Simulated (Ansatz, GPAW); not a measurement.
# Work function of a 11-layer slab of Sr(110) at several levels

Aim: the work function of both faces of a 11-layer slab of Sr(110), and its spread over functionals and bases.

Method: Ansatz plane waves; slab in vacuum with a dipole correction, relaxation; PAW set soft_1, in the first sound run; inputs show where later runs differ, in GPAW 26.7.0 and Ansatz 0.2.0.

Report form: the programs' logs are mostly left out.

**1. The starting structure**

The cell holds 11 atoms: 11 Sr. Its edges and angles: a = 6.080 Å, b = 4.299 Å, c = 37.496 Å, α = 90.0°, β = 90.0°, γ = 90.0°. Vacuum lies along c.

**2. Relaxing the atoms**

The atoms are relaxed first, since the surface dipole, and with it the work function, follows the positions of the outer layers. The lowest 5 atoms are held at bulk positions and keep their forces.

Input file input.yaml:

```yaml
crystal:
  lattice:
    - [6.08, 0.0, 0.0]
    - [0.0, 4.2992092296, 0.0]
    - [0.0, 0.0, 37.4960461481]
  atoms:
    - { symbol: Sr, position: [0.0, 0.0, 0.2133558287] }
    - { symbol: Sr, position: [0.5, 0.5, 0.270684663] }
    - { symbol: Sr, position: [0.0, 0.0, 0.3280134972] }
    - { symbol: Sr, position: [0.5, 0.5, 0.3853423315] }
    - { symbol: Sr, position: [0.0, 0.0, 0.4426711657] }
    - { symbol: Sr, position: [0.5, 0.5, 0.5] }
    - { symbol: Sr, position: [0.0, 0.0, 0.5573288343] }
    - { symbol: Sr, position: [0.5, 0.5, 0.6146576685] }
    - { symbol: Sr, position: [0.0, 0.0, 0.6719865028] }
    - { symbol: Sr, position: [0.5, 0.5, 0.729315337] }
    - { symbol: Sr, position: [0.0, 0.0, 0.7866441713] }
kpoints:
  mp_grid: { grid: [5, 7, 1] }
hamiltonian:
  xc: pbe
  pseudopotentials: { kind: paw, azcp: { folder: soft_1 } }
scf:
  occupations: { method: fermi_dirac, width: 0.1 }
efield:
  axis: 3
  dipole_correction: true
  ramp_width: 0.05
relax:
  f_tol: 0.02
  max_steps: 60
  constraints: [{ sites: [0, 1, 2, 3, 4] }]
output:
  write_potential: true
  write_density: true
  volumetric_format: npy
```

The run is started by

```
ansatz run input.yaml --threads 4 --pin off --max-ram 8192MiB --backend cpu --events-out ev --progress --plain --runs-dir out
```

Wall time 3.4 min (4 threads of Arm Neoverse N1, shared host); peak memory 1.9 GiB; 13 min of CPU time.

Step by step:

| step | energy less that of the first step (eV) | largest force component (eV/Å) |
| --- | --- | --- |
| 1 | 0.0000 | 0.0704 |
| 2 | -0.0034 | 0.0494 |
| 3 | -0.0061 | 0.0061 |

The run keeps the 4 symmetry operations that it works with, so distortions that break them were not tested.

The atoms that moved most (Å):

| atom | dx | dy | dz | length |
| --- | --- | --- | --- | --- |
| Sr11 | 0.000 | 0.000 | -0.193 | 0.193 |
| Sr10 | 0.000 | 0.000 | -0.131 | 0.131 |
| Sr8 | 0.000 | 0.000 | -0.072 | 0.072 |
| Sr9 | 0.000 | 0.000 | -0.067 | 0.067 |
| Sr7 | 0.000 | 0.000 | -0.047 | 0.047 |
| Sr6 | 0.000 | 0.000 | -0.027 | 0.027 |

Numbers from this step:

```yaml
free_energy: -38985.5937 eV
smearing_term_ts: 0.4844 eV
symmetry_operations: 4
upper_work_function: 2.595 eV
lower_work_function: 2.592 eV
dipole_along_the_normal: -4.12e-4 e·Å
dipole_field: -7.61e-5 V/Å
vacuum_level_above: 4.806 eV
vacuum_level_below: 4.803 eV
```

The electrostatic potential energy of an electron (with the applied field's), less the Fermi level, planar mean oscillates, so the rows of the table below give means over windows of 2.2 Å about each position, cut where the curve ends. Its maxima inside the range that stand out by 2 % of the span (Å: eV): 9.1: -0.990, 11.3: -0.862, 13.3: -0.883, 15.5: -0.871, 17.7: -0.976, 19.8: -0.927, 22.0: -0.974, 24.0: -0.843, 26.2: -1.06, 28.3: -1.20. Its minima: 8.1: -8.74, 10.1: -8.44, 12.3: -8.57, 14.5: -8.49, 16.6: -8.51, 18.7: -8.56, 20.8: -8.51, 23.0: -8.56, 25.2: -8.49, 27.2: -8.51, 29.3: -8.83.

Electrostatic potential energy of an electron (with the applied field's), less the Fermi level, planar mean against z; means over each step:

z (Å), electrostatic potential energy of an electron (with the applied field's), less the Fermi level, planar mean (eV) and a bar from the least value:
```
     1.10       2.59 ##############################
     3.30       2.58 ##############################
     5.50       2.24 ############################
     7.70      -3.69 ##
     9.90      -4.03 #
    12.10      -4.03 #
    14.30      -4.03 #
    16.50      -4.04 #
    18.70      -4.06 
    20.90      -4.06 
    23.10      -4.03 #
    25.30      -4.09 
    27.50      -4.16 
    29.70      -3.56 ###
    31.90       2.30 #############################
    34.10       2.59 ##############################
    36.30       2.59 ##############################
```

The valence density, planar mean oscillates, so the rows of the table below give means over windows of 2.12 Å about each position, cut where the curve ends. Its maxima inside the range that stand out by 2 % of the span (Å: e/Å³): 8.1: 0.258, 10.1: 0.266, 12.3: 0.265, 14.5: 0.265, 16.6: 0.265, 18.7: 0.266, 20.8: 0.265, 23.0: 0.265, 25.2: 0.265, 27.2: 0.268, 29.3: 0.259. Its minima: 9.1: 0.0767, 11.3: 0.0771, 13.3: 0.0770, 15.5: 0.0762, 17.7: 0.0810, 19.8: 0.0785, 22.0: 0.0803, 24.0: 0.0763, 26.2: 0.0844, 28.3: 0.0836.

Valence density, planar mean against z; means over each step:

| z (Å) | valence density, planar mean (e/Å³) |
| --- | --- |
| 1.06 | 2.3e-6 |
| 3.18 | 1.1e-4 |
| 5.30 | 0.00350 |
| 7.42 | 0.142 |
| 9.54 | 0.178 |
| 11.66 | 0.177 |
| 13.78 | 0.177 |
| 15.90 | 0.178 |
| 18.02 | 0.180 |
| 20.14 | 0.179 |
| 22.26 | 0.180 |
| 24.38 | 0.177 |
| 26.50 | 0.185 |
| 28.62 | 0.181 |
| 30.74 | 0.0469 |
| 32.86 | 9.3e-4 |
| 34.98 | 2.3e-5 |

The relaxation lowered the energy of the cell by 0.00606 eV.

**3. The slab's potential**

With the geometry fixed, the planar mean of the potential gives the vacuum level on each side.

This step: GPAW, PAW setups; slab in vacuum (GPAW 26.7.0).

Input file run.py:

```python
import json
import numpy as np
from ase import Atoms
from gpaw import GPAW, PW

slab = Atoms(
    ['Sr', 'Sr', 'Sr', 'Sr', 'Sr', 'Sr', 'Sr', 'Sr', 'Sr', 'Sr', 'Sr'],
    positions=[
        [0.00000, 0.00000, 8.00000],
        [3.04000, 2.14960, 10.14960],
        [0.00000, 0.00000, 12.29921],
        [3.04000, 2.14960, 14.44881],
        [0.00000, 0.00000, 16.59842],
        [3.04000, 2.14960, 18.72066],
        [0.00000, 0.00000, 20.85084],
        [3.04000, 2.14960, 22.97521],
        [0.00000, 0.00000, 25.13010],
        [3.04000, 2.14960, 27.21501],
        [0.00000, 0.00000, 29.30351]],
    cell=[[6.08, 0.0, 0.0], [0.0, 4.29921, 0.0], [0.0, 0.0, 37.49605]],
    pbc=[True, True, False])

slab.calc = GPAW(mode=PW(400), xc='PBE', kpts={'size': (5, 7, 1), 'gamma': True},
                 occupations={'name': 'fermi-dirac', 'width': 0.1}, nbands='160%',
                 convergence={'density': 1e-05}, maxiter=200,
                 poissonsolver={'dipolelayer': 'xy'},
                 symmetry={'tolerance': 1e-3}, txt='slab.txt')
result = {}
energy = slab.get_potential_energy()
fermi = slab.calc.get_fermi_level()
v = slab.calc.get_electrostatic_potential().mean((0, 1)) - fermi
n = slab.calc.get_pseudo_density().mean((0, 1))
L = slab.cell[2, 2]
z = np.arange(len(v)) * L / len(v)
low, high = slab.positions[:, 2].min(), slab.positions[:, 2].max()
below, above = np.interp([low - 5.8, high + 5.8], z, v)
slopes = [np.interp(x, z, np.gradient(v, z)) for x in (low - 5.8, high + 5.8)]
eps = np.array([[slab.calc.get_eigenvalues(k, s) for k in range(len(slab.calc.get_ibz_k_points()))]
                for s in range(slab.calc.get_number_of_spins())]) - fermi
top, bottom = eps[eps < 0].max(), eps[eps > 0].min()
dipole = slab.get_dipole_moment()[2]
print(f'energy {energy:.4f} eV, Fermi level {fermi:.4f} eV, dipole {dipole:.5f} e A')
print(f'potential 5.8 A off the faces, from the Fermi level: lower {below:.4f} eV, upper {above:.4f} eV')
print(f'slope of the potential there: lower {slopes[0]:.5f}, upper {slopes[1]:.5f} eV/A')
print(f'nearest levels on the mesh: {top:.4f} and {bottom:.4f} eV')
print('magnetic moment', round(slab.get_magnetic_moment(), 3))
result.update(energy=energy, fermi=fermi, dipole=dipole, below=below, above=above, slopes=slopes, edges=[top, bottom],
              z=z.tolist(), v=v.tolist(), n=n.tolist(), positions=slab.positions.tolist(),
              forces=slab.get_forces(apply_constraint=False).tolist(), moments=slab.get_magnetic_moments().tolist())
json.dump(result, open('result.json', 'w'))
```

The run is started by

```
OMP_NUM_THREADS=1 OPENBLAS_NUM_THREADS=1 python run.py
```

Wall time 49 min (1 thread); peak memory 0.72 GiB.

This step gave:

```yaml
dipole_along_the_normal: -2.66e-4 e·Å
levels_nearest_the_fermi_level_on_the_mesh: -0.008026, 0.01003 eV from the Fermi level
upper_work_function: 2.597 eV
lower_work_function: 2.595 eV
```

The electrostatic potential energy of an electron (without an applied field's), less the Fermi level, planar mean oscillates, so the rows of the table below give means over windows of 2.14 Å about each position, cut where the curve ends. Its maxima inside the range that stand out by 2 % of the span (Å: eV): 9.1: -0.953, 11.2: -0.820, 13.4: -0.842, 15.5: -0.836, 17.7: -0.930, 19.7: -0.929, 22.0: -0.945, 24.1: -0.822, 26.1: -1.04, 28.3: -1.18. Its minima: 8.0: -7.07, 10.2: -6.76, 12.2: -6.70, 14.5: -6.84, 16.6: -6.85, 18.7: -6.85, 20.9: -6.83, 22.9: -6.80, 25.2: -6.83, 27.2: -6.81, 29.2: -7.07.

Electrostatic potential energy of an electron (without an applied field's), less the Fermi level, planar mean against z; means over each step:

z (Å), electrostatic potential energy of an electron (without an applied field's), less the Fermi level, planar mean (eV) and a bar from the least value:
```
     1.07       2.60 ##############################
     3.21       2.59 ##############################
     5.35       2.33 #############################
     7.49      -2.72 #####
     9.63      -3.47 #
    11.77      -3.41 #
    13.91      -3.42 #
    16.05      -3.43 #
    18.19      -3.49 #
    20.33      -3.47 #
    22.47      -3.47 #
    24.61      -3.43 #
    26.75      -3.53 #
    28.89      -3.68 
    31.03       1.40 ########################
    33.17       2.56 ##############################
    35.31       2.60 ##############################
```

The pseudo valence density, planar mean oscillates, so the rows of the table below give means over windows of 2.14 Å about each position, cut where the curve ends. Its maxima inside the range that stand out by 2 % of the span (Å: e/Å³): 7.9: 0.298, 10.1: 0.306, 12.2: 0.303, 14.4: 0.303, 16.5: 0.302, 18.6: 0.305, 20.8: 0.307, 22.9: 0.308, 25.1: 0.307, 27.2: 0.313, 29.4: 0.301. Its minima: 9.0: 0.0768, 11.1: 0.0771, 13.3: 0.0777, 15.4: 0.0782, 17.6: 0.0807, 19.7: 0.0790, 21.9: 0.0787, 24.0: 0.0757, 26.1: 0.0819, 28.3: 0.0819.

Pseudo valence density, planar mean against z; means over each step:

| z (Å) | pseudo valence density, planar mean (e/Å³) |
| --- | --- |
| 1.07 | 2.4e-6 |
| 3.21 | 1.2e-4 |
| 5.35 | 0.00380 |
| 7.49 | 0.149 |
| 9.63 | 0.179 |
| 11.77 | 0.178 |
| 13.91 | 0.178 |
| 16.05 | 0.178 |
| 18.19 | 0.180 |
| 20.33 | 0.180 |
| 22.47 | 0.180 |
| 24.61 | 0.178 |
| 26.75 | 0.183 |
| 28.89 | 0.177 |
| 31.03 | 0.0229 |
| 33.17 | 5.7e-4 |
| 35.31 | 1.3e-5 |

Force by atom:

| atom | x (eV/Å) | y (eV/Å) | z (eV/Å) | size |
| --- | --- | --- | --- | --- |
| Sr1 | 0.0000 | 0.0000 | 0.0630 | 0.0630 |
| Sr2 | 0.0000 | 0.0000 | 0.0170 | 0.0170 |
| Sr3 | 0.0000 | 0.0000 | -0.0614 | 0.0614 |
| Sr4 | 0.0000 | 0.0000 | -0.0052 | 0.0052 |
| Sr5 | 0.0000 | 0.0000 | -0.0265 | 0.0265 |
| Sr6 | 0.0000 | 0.0000 | -0.0015 | 0.0015 |
| Sr7 | 0.0000 | 0.0000 | 0.0027 | 0.0027 |
| Sr8 | 0.0000 | 0.0000 | 0.0009 | 0.0009 |
| Sr9 | 0.0000 | 0.0000 | -0.0071 | 0.0071 |
| Sr10 | 0.0000 | 0.0000 | 0.0020 | 0.0020 |
| Sr11 | 0.0000 | 0.0000 | 0.0144 | 0.0144 |

The potential is flat to 0.001 eV/Å where it is read, so the vacuum is wide enough. The geometry is the other program's minimum; here the largest force on a free atom is 0.014 eV/Å.

**4. OptPBE vdW: xc = "optPBE-vdW"**

The same geometry under optPBE-vdW, to see how far the functional moves the levels against the vacuum (the van der Waals functionals take revPBE setups).

Changes to run.py since step 3:

```diff
@@ -22,3 +22,3 @@
 
-slab.calc = GPAW(mode=PW(400), xc='PBE', kpts={'size': (5, 7, 1), 'gamma': True},
+slab.calc = GPAW(mode=PW(400), xc='optPBE-vdW', kpts={'size': (5, 7, 1), 'gamma': True},
                  occupations={'name': 'fermi-dirac', 'width': 0.1}, nbands='160%',
```

It took 47 min on 1 thread; peak memory 1.2 GiB.

This step gave:

| Property | Result |
| --- | --- |
| dipole along the normal | -4.65e-4 e·Å |
| levels nearest the Fermi level on the mesh | -0.06377, 0.001070 eV from the Fermi level |
| upper work function | 2.749 eV |
| lower work function | 2.746 eV |

The electrostatic potential energy of an electron (without an applied field's), less the Fermi level, planar mean oscillates, so the rows of the table below give means over windows of 2.14 Å about each position, cut where the curve ends. Its maxima inside the range that stand out by 2 % of the span (Å: eV): 9.1: -0.939, 11.2: -0.801, 13.4: -0.814, 15.5: -0.810, 17.7: -0.903, 19.7: -0.902, 22.0: -0.918, 24.1: -0.794, 26.1: -1.02, 28.3: -1.16. Its minima: 8.0: -7.06, 10.2: -6.74, 12.2: -6.66, 14.5: -6.81, 16.6: -6.82, 18.7: -6.81, 20.9: -6.80, 22.9: -6.77, 25.2: -6.80, 27.2: -6.80, 29.2: -7.05.

The electrostatic potential energy of an electron (without an applied field's), less the Fermi level, planar mean by z; means over each step:

z (Å), electrostatic potential energy of an electron (without an applied field's), less the Fermi level, planar mean (eV) and a bar from the least value:
```
     1.07       2.75 ##############################
     3.21       2.74 ##############################
     5.35       2.43 #############################
     7.49      -2.69 #####
     9.63      -3.45 #
    11.77      -3.39 #
    13.91      -3.39 #
    16.05      -3.40 #
    18.19      -3.46 #
    20.33      -3.44 #
    22.47      -3.44 #
    24.61      -3.40 #
    26.75      -3.51 #
    28.89      -3.66 
    31.03       1.47 ########################
    33.17       2.70 ##############################
    35.31       2.75 ##############################
```

The pseudo valence density, planar mean oscillates, so the rows of the table below give means over windows of 2.14 Å about each position, cut where the curve ends. Its maxima inside the range that stand out by 2 % of the span (Å: e/Å³): 7.9: 0.298, 10.1: 0.306, 12.2: 0.303, 14.4: 0.303, 16.5: 0.302, 18.6: 0.305, 20.8: 0.307, 22.9: 0.308, 25.1: 0.307, 27.2: 0.313, 29.4: 0.301. Its minima: 9.0: 0.0768, 11.1: 0.0770, 13.3: 0.0776, 15.4: 0.0781, 17.6: 0.0806, 19.7: 0.0789, 21.9: 0.0785, 24.0: 0.0756, 26.1: 0.0818, 28.3: 0.0818.

Table of pseudo valence density, planar mean by z; means over each step:

z (Å), pseudo valence density, planar mean (e/Å³) and a bar:
```
     1.07      0.000 
     3.21      0.000 
     5.35      0.004 #
     7.49      0.149 ########################
     9.63      0.179 #############################
    11.77      0.178 #############################
    13.91      0.178 #############################
    16.05      0.178 #############################
    18.19      0.180 #############################
    20.33      0.180 #############################
    22.47      0.180 #############################
    24.61      0.178 #############################
    26.75      0.183 ##############################
    28.89      0.177 #############################
    31.03      0.023 ####
    33.17      0.001 
    35.31      0.000
```

Force by atom:

| atom | x (eV/Å) | y (eV/Å) | z (eV/Å) | size |
| --- | --- | --- | --- | --- |
| Sr1 | 0.0000 | 0.0000 | 0.0634 | 0.0634 |
| Sr2 | 0.0000 | 0.0000 | 0.0376 | 0.0376 |
| Sr3 | 0.0000 | 0.0000 | -0.0532 | 0.0532 |
| Sr4 | 0.0000 | 0.0000 | -0.0059 | 0.0059 |
| Sr5 | 0.0000 | 0.0000 | -0.0261 | 0.0261 |
| Sr6 | 0.0000 | 0.0000 | -0.0010 | 0.0010 |
| Sr7 | 0.0000 | 0.0000 | 0.0034 | 0.0034 |
| Sr8 | 0.0000 | 0.0000 | 0.0024 | 0.0024 |
| Sr9 | 0.0000 | 0.0000 | -0.0139 | 0.0139 |
| Sr10 | 0.0000 | 0.0000 | -0.0184 | 0.0184 |
| Sr11 | 0.0000 | 0.0000 | 0.0127 | 0.0127 |

The upper face's work function is 2.749 eV, against 2.597 eV in the first plane-wave PBE run at this geometry.

**5. Self-consistent run: xc = "RPBE"**

The same geometry under RPBE, to see how far the functional moves the levels against the vacuum.

Changes to run.py since step 4:

```diff
@@ -22,3 +22,3 @@
 
-slab.calc = GPAW(mode=PW(400), xc='optPBE-vdW', kpts={'size': (5, 7, 1), 'gamma': True},
+slab.calc = GPAW(mode=PW(400), xc='RPBE', kpts={'size': (5, 7, 1), 'gamma': True},
                  occupations={'name': 'fermi-dirac', 'width': 0.1}, nbands='160%',
```

It took 52 min on 1 thread; peak memory 0.72 GiB.

Numbers from this step:

```yaml
dipole_along_the_normal: -2.64e-4 e·Å
levels_nearest_the_fermi_level_on_the_mesh: -0.002135, 0.008010 eV from the Fermi level
upper_work_function: 2.519 eV
lower_work_function: 2.518 eV
```

The electrostatic potential energy of an electron (without an applied field's), less the Fermi level, planar mean oscillates, so the rows of the table below give means over windows of 2.14 Å about each position, cut where the curve ends. Its maxima inside the range that stand out by 2 % of the span (Å: eV): 9.1: -1.06, 11.2: -0.926, 13.4: -0.948, 15.5: -0.942, 17.7: -1.04, 19.7: -1.03, 22.0: -1.05, 24.1: -0.928, 26.1: -1.15, 28.3: -1.28. Its minima: 8.0: -7.16, 10.2: -6.85, 12.2: -6.79, 14.5: -6.94, 16.6: -6.95, 18.7: -6.94, 20.9: -6.92, 22.9: -6.90, 25.2: -6.92, 27.2: -6.91, 29.2: -7.16.

The electrostatic potential energy of an electron (without an applied field's), less the Fermi level, planar mean by z; means over each step:

| z (Å) | electrostatic potential energy of an electron (without an applied field's), less the Fermi level, planar mean (eV) |
| --- | --- |
| 1.07 | 2.52 |
| 3.21 | 2.51 |
| 5.35 | 2.24 |
| 7.49 | -2.80 |
| 9.63 | -3.57 |
| 11.77 | -3.51 |
| 13.91 | -3.52 |
| 16.05 | -3.53 |
| 18.19 | -3.59 |
| 20.33 | -3.56 |
| 22.47 | -3.57 |
| 24.61 | -3.53 |
| 26.75 | -3.63 |
| 28.89 | -3.77 |
| 31.03 | 1.32 |
| 33.17 | 2.48 |
| 35.31 | 2.52 |

The upper face's work function is 2.519 eV, against 2.597 eV in the first plane-wave PBE run at this geometry.

**6. Self-consistent run: xc = "revPBE"**

The same geometry under revPBE, to see how far the functional moves the levels against the vacuum.

Changes to run.py since step 5:

```diff
@@ -22,3 +22,3 @@
 
-slab.calc = GPAW(mode=PW(400), xc='RPBE', kpts={'size': (5, 7, 1), 'gamma': True},
+slab.calc = GPAW(mode=PW(400), xc='revPBE', kpts={'size': (5, 7, 1), 'gamma': True},
                  occupations={'name': 'fermi-dirac', 'width': 0.1}, nbands='160%',
```

Run time: 62 min. Hardware: 1 thread; peak memory 0.73 GiB.

This step gave:

```yaml
dipole_along_the_normal: -3.14e-4 e·Å
levels_nearest_the_fermi_level_on_the_mesh: -0.01890, 0.001037 eV from the Fermi level
upper_work_function: 2.522 eV
lower_work_function: 2.519 eV
```

The electrostatic potential energy of an electron (without an applied field's), less the Fermi level, planar mean oscillates, so the rows of the table below give means over windows of 2.14 Å about each position, cut where the curve ends. Its maxima inside the range that stand out by 2 % of the span (Å: eV): 9.1: -1.03, 11.2: -0.901, 13.4: -0.922, 15.5: -0.917, 17.7: -1.01, 19.7: -1.01, 22.0: -1.03, 24.1: -0.903, 26.1: -1.12, 28.3: -1.25. Its minima: 8.0: -7.14, 10.2: -6.83, 12.2: -6.77, 14.5: -6.91, 16.6: -6.93, 18.7: -6.92, 20.9: -6.90, 22.9: -6.88, 25.2: -6.90, 27.2: -6.88, 29.2: -7.13.

Electrostatic potential energy of an electron (without an applied field's), less the Fermi level, planar mean against z; means over each step:

| z (Å) | electrostatic potential energy of an electron (without an applied field's), less the Fermi level, planar mean (eV) |
| --- | --- |
| 1.07 | 2.52 |
| 3.21 | 2.51 |
| 5.35 | 2.25 |
| 7.49 | -2.78 |
| 9.63 | -3.54 |
| 11.77 | -3.49 |
| 13.91 | -3.50 |
| 16.05 | -3.51 |
| 18.19 | -3.57 |
| 20.33 | -3.54 |
| 22.47 | -3.55 |
| 24.61 | -3.51 |
| 26.75 | -3.60 |
| 28.89 | -3.75 |
| 31.03 | 1.33 |
| 33.17 | 2.49 |
| 35.31 | 2.52 |

The upper face's work function is 2.522 eV, against 2.597 eV in the first plane-wave PBE run at this geometry.

(Part 1 of 2 ends here.)

[Logs are printed without paths, hosts, clocks, repeated set-up lines and the standing remarks that a program may print on its own settings, such as how far it seeks lower states.]

[Hosts, paths, dates, database ids (printed as entryN), source tags and the programs' standing remarks are cut or masked in the printed files.]
